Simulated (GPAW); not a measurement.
# Core-hole calculation of the Be K edge in Be (Im-3m)

How does the Be K edge of Be (Im-3m) move when the bonds are compressed or stretched?

Calculated with GPAW 26.7.0; X-ray absorption from dipole matrix elements to empty bands, plane-wave PAW LDA.

This is not the structure that Be takes at ambient pressure and room temperature (hexagonal, No. 194); it is a model or a phase of other conditions.

### Step 1. Starting point

Symmetry: Im-3m, No. 229, cubic system. Conventional cell: a = 2.506 Å, b = 2.506 Å, c = 2.506 Å, α = 90.00°, β = 90.00°, γ = 90.00°. Be has 8 Be at 2.17 Å nearest.

### Step 2. Ground state of the crystal

A plain self-consistent run shows whether there is a gap, which decides the set-up of the core-hole run.

Input file scf.py:

```python
import numpy as np
from ase import Atoms
from ase.parallel import parprint, paropen
from gpaw import GPAW, PW, FermiDirac, Mixer, MixerDif, setup_paths
from gpaw.test import gen
setup_paths.insert(0, '.')
gen('Be', name='nch1s', xcname='LDA', corehole=(1, 0, 0), write_xml=True)
from gpaw.mpi import world
world.barrier()

atoms = Atoms('Be',
    cell=[[-1.25312095, 1.25312095, 1.25312095],
     [1.25312095, -1.25312095, 1.25312095],
     [1.25312095, 1.25312095, -1.25312095]],
    scaled_positions=[[0, 0, 0]],
    pbc=True)
atoms.calc = calc = GPAW(legacy_gpaw=True, mode=PW(430), xc='LDA', setups={0: 'nch1s'},
    kpts={'size': (14, 14, 14), 'gamma': True}, occupations=FermiDirac(0.05),
    charge=0, mixer=Mixer(0.1, 5, 50), maxiter=150,
    convergence={'density': 0.0001}, txt='scf.txt')
energy = atoms.get_potential_energy() + calc.get_reference_energy()
ef = calc.get_fermi_level()
out = dict(energy=energy, fermi=ef, forces=atoms.get_forces().tolist())
parprint(f'all-electron energy {energy:.4f} eV, Fermi level {ef:.4f} eV')
ev = np.array([[calc.get_eigenvalues(k, s) for k in range(len(calc.get_ibz_k_points()))] for s in range(calc.get_number_of_spins())])
out['homo'], out['lumo'], out['counts'] = ev[ev < ef].max(), ev[ev > ef].min(), sorted(set((ev < ef).sum((0, 2)).tolist()))
out['filled'] = (ev[:, 0] < ef).sum(1).tolist()
import json
with paropen('out.json', 'w') as f:
    json.dump(out, f)
```

Command:

```console
> OMP_NUM_THREADS=1 mpirun -n 2 gpaw python scf.py
```

Numbers of over 12 decimals in the logs are rounded to 6 here.

The program printed:

```text
Input parameters:
  convergence: {density: 0.0001}
  kpts: {gamma: True,
         size: (14, 14, 14)}
  maxiter: 150
  mixer: {backend: pulay,
          beta: 0.1,
          method: separate,
          nmaxold: 5,
          weight: 50}
  mode: {ecut: 430.0,
         name: pw}
  occupations: {fixmagmom: False,
                name: fermi-dirac,
                width: 0.05}
  setups: {0: nch1s}

Initialize ...

[... PAW data sets ...]

Reference energy: -393.188449  # eV

Spin-paired calculation

[... convergence settings ...]
Symmetries present (total): 48
  [... symmetry matrices ...]

2744 k-points: 14 x 14 x 14 Monkhorst-Pack grid + [1/28,1/28,1/28]
104 k-points in the irreducible part of the Brillouin zone
       k-points in crystal coordinates                weights
   0:     0.00000000    0.00000000    0.00000000          1/2744
   1:     0.07142857    0.00000000    0.00000000         12/2744
   2:     0.07142857    0.07142857   -0.07142857          6/2744
   3:     0.14285714    0.00000000   -0.07142857         24/2744
   4:     0.14285714    0.00000000    0.00000000         12/2744
   5:     0.14285714    0.07142857   -0.07142857         24/2744
   6:     0.14285714    0.14285714   -0.14285714          6/2744
   7:     0.21428571   -0.07142857   -0.07142857          8/2744
   8:     0.21428571    0.00000000   -0.07142857         48/2744
   9:     0.21428571    0.00000000    0.00000000         12/2744
          ...
 103:     0.50000000    0.50000000    0.50000000          1/2744

Wave functions: Plane wave expansion
  Cutoff energy: 430.000 eV
  Number of coefficients (min, max): 141, 164
  Pulay-stress correction: 0.000000 eV/Ang^3 (de/decut=0.000000)
  Using FFTW library
  Wavefunction extrapolation:
    Improved wavefunction reuse through dual PAW basis

Occupation numbers: Fermi-Dirac:
  width: 0.0500  # eV

Eigensolver
   Davidson(niter=2)

Densities:
  Coarse grid: 12*12*12 grid
  Fine grid: 24*24*24 grid
  Total Charge: 0.000000

Density mixing:
  Method: separate
  Backend: pulay
  Linear mixing parameter: 0.1
  old densities: 5
  Width of damping distribution: 1.1
  Damping of long wavelength oscillations: 50

[... Hamiltonian set-up ...]
Number of atoms: 1
Number of atomic orbitals: 4
Number of bands in calculation: 4
Number of valence electrons: 2
Bands to converge: occupied

... initialized

Initializing position-dependent things.

Density initialized from atomic densities
Creating initial wave functions:
  4 bands from LCAO basis set

       Be

Atomic positions and initial magnetic moments

Positions:
   0 Be     0.000000    0.000000    0.000000    ( 0.0000,  0.0000,  0.0000)

Unit cell:
           periodic     x           y           z      points  spacing
  1. axis:    yes   -1.253121    1.253121    1.253121    12     0.1477
  2. axis:    yes    1.253121   -1.253121    1.253121    12     0.1477
  3. axis:    yes    1.253121    1.253121   -1.253121    12     0.1477

  Lengths:   2.170469   2.170469   2.170469
  Angles:  109.471221 109.471221 109.471221

Effective grid spacing dv^(1/3) = 0.1658

iter:   1    -4.108042
iter:   2    -4.111759   -2.58  -1.68
iter:   3    -4.123603   -3.12  -1.71
iter:   4    -4.124700   -4.70  -2.31
iter:   5    -4.124700   -6.29  -3.05
iter:   6    -4.124699c  -7.19  -3.31
iter:   7    -4.124699c  -9.36c -4.56c

Converged after 7 iterations.

Dipole moment: (0.000000, -0.000000, 0.000000) |e|*Ang

Energy contributions relative to reference atoms: (reference = -393.188449)

Kinetic:         +2.901053
Potential:       -1.068498
External:        +0.000000
XC:              -5.959097
Entropy (-ST):   -0.000417
Local:           +0.002052
SIC:             +0.000000
--------------------------
Free energy:     -4.124907
Extrapolated:    -4.124699

Showing only first 2 kpts
 Kpt  Band  Eigenvalues  Occupancy
  0     0     -3.91667    2.00000
  0     1     27.16254    0.00000
  0     2     27.16254    0.00000

  1     0     -3.74094    2.00000
  1     1     26.31820    0.00000
  1     2     26.49399    0.00000

Fermi level: 8.27695

No gap
No difference between direct/indirect transitions

Forces in eV/Ang:
  0 Be   -0.00000   -0.00000    0.00000
Scalar-relativistic atomic LDA calculation for Be (Beryllium, Z=4)
Core hole in 1s state (1s occupation: 2.0)
300 radial gridpoints.
|------------------------------------------------|
|------------------------------------------------|
[... the atom generator's iteration count ...]

Energy contributions:
-------------------------
Kinetic:      +14.316614
XC:            -2.514724
Potential:    -26.251299
-------------------------
Total:        -14.449409

state      eigenvalue         ekin         rmax
-----------------------------------------------
1s^2.0 :    -3.856640     6.590816        0.269
2s^2.0 :    -0.205785     0.567491        2.042
2p^0.0 :    -0.077135     0.368156        2.282
-----------------------------------------------
(units: Bohr and Hartree)

Generating PAW setup
Kinetic energy of the core from tauc = 13.184401
Cutoffs:
rc(s)=1.500
rc(p)=1.500
rc(d)=1.500
rc(vbar)=1.350
rc(comp)=1.500
rc(nct)=1.500

Kinetic energy of the core states: 13.181632
Charge: 0.0
Core electrons: 2.0
Valence electrons: 2.0
Pseudo-core charge: 0.147398
Shape function alpha=4.444
Pseudo-electron charge 2.143853
state    eigenvalue         norm
--------------------------------
2s(2) :    -0.205785     0.998227
*s    :     0.794215
2p(0) :    -0.077135     0.989984
*p    :     0.922865
*d    :     0.000000
--------------------------------

Diagonalizing with gridspacing h=0.050

state   all-electron     PAW
-------------------------------
2s:      -0.205785    -0.205855
2p:      -0.077135    -0.077225
*d:                    0.040062
*f:                    0.071942
-------------------------------
all-electron energy -397.3131 eV, Fermi level 8.2770 eV
```

The job ended after 4.1 s (2 MPI ranks of Arm Neoverse V1, shared host; peak memory 0.15 GiB; 8.1 s of CPU time).

The mesh shows no gap, so the system is treated as a metal and the core electron is put at the Fermi level (neutral cell).

### Step 3. Supercell without a hole, the energy reference

The photon energy needs a difference of total energies, so the cell and mesh of the coming hole run are first run without a hole.

scf.py: that of step 2 with these lines changed.

```diff
@@ -10,10 +10,24 @@
 
-atoms = Atoms('Be',
-    cell=[[-1.25312095, 1.25312095, 1.25312095],
-     [1.25312095, -1.25312095, 1.25312095],
-     [1.25312095, 1.25312095, -1.25312095]],
-    scaled_positions=[[0, 0, 0]],
+atoms = Atoms('Be15',
+    cell=[[3.75936285, -1.25312095, -3.75936285],
+     [3.75936285, -3.75936285, 1.25312095],
+     [-3.75936285, -1.25312095, -3.75936285]],
+    scaled_positions=[[0, 0, 0],
+     [0.26666667, 0.2, 0.13333333],
+     [0.53333333, 0.4, 0.26666667],
+     [0.13333333, 0.6, 0.06666667],
+     [0.8, 0.6, 0.4],
+     [0.66666667, 0, 0.33333333],
+     [0.06666667, 0.8, 0.53333333],
+     [0.4, 0.8, 0.2],
+     [0.93333333, 0.2, 0.46666667],
+     [0.2, 0.4, 0.6],
+     [0.46666667, 0.6, 0.73333333],
+     [0.33333333, 0, 0.66666667],
+     [0.73333333, 0.8, 0.86666667],
+     [0.6, 0.2, 0.8],
+     [0.86666667, 0.4, 0.93333333]],
     pbc=True)
 atoms.calc = calc = GPAW(legacy_gpaw=True, mode=PW(430), xc='LDA', setups={0: 'nch1s'},
-    kpts={'size': (14, 14, 14), 'gamma': True}, occupations=FermiDirac(0.05),
+    kpts={'size': (6, 6, 6), 'gamma': True}, occupations=FermiDirac(0.1),
     charge=0, mixer=Mixer(0.1, 5, 50), maxiter=150,
```

The program printed:

```text
Input parameters:
  convergence: {density: 0.0001}
  kpts: {gamma: True,
         size: (6, 6, 6)}
  maxiter: 150
  mixer: {backend: pulay,
          beta: 0.1,
          method: separate,
          nmaxold: 5,
          weight: 50}
  mode: {ecut: 430.0,
         name: pw}
  occupations: {fixmagmom: False,
                name: fermi-dirac,
                width: 0.1}
  setups: {0: nch1s}

Initialize ...

[...]
--------------------------------
2s(2) :    -0.205785     0.998227
*s    :     0.794215
2p(0) :    -0.077135     0.989984
*p    :     0.922865
*d    :     0.000000
--------------------------------

Diagonalizing with gridspacing h=0.050

state   all-electron     PAW
-------------------------------
2s:      -0.205785    -0.205855
2p:      -0.077135    -0.077225
*d:                    0.040062
*f:                    0.071942
-------------------------------
all-electron energy -5959.1482 eV, Fermi level 8.2728 eV
[key lines of the parts left out:]
Converged after 8 iterations.
Dipole moment: (0.000000, -0.000000, -0.000000) |e|*Ang
Free energy:    -61.361641
Fermi level: 8.27285
```

Run time: 21 s. Hardware: 2 MPI ranks; peak memory 0.25 GiB; 42 s of CPU time.

Reference energy: -5959.148 eV with the cores included.

(Part 1 of 3 ends here.)

[Banner, clock and machine lines of the logs are left out without a mark of their own.]

[Logs are printed without paths, hosts, clocks, repeated set-up lines and the standing remarks that a program may print on its own settings, such as how far it seeks lower states.]

[Hosts, paths, dates, database ids (printed as entryN), source tags and the programs' standing remarks are cut or masked in the printed files.]

[Lists of maxima count a maximum above −3 eV only where it reaches 4 % of the highest in the window and stands out from its surroundings by 2 % of it (1.5 % where it reaches 55 %); shoulders and weaker maxima are passed over, and of the rest the first, up to two pre-edge ones and the few strongest are named.]
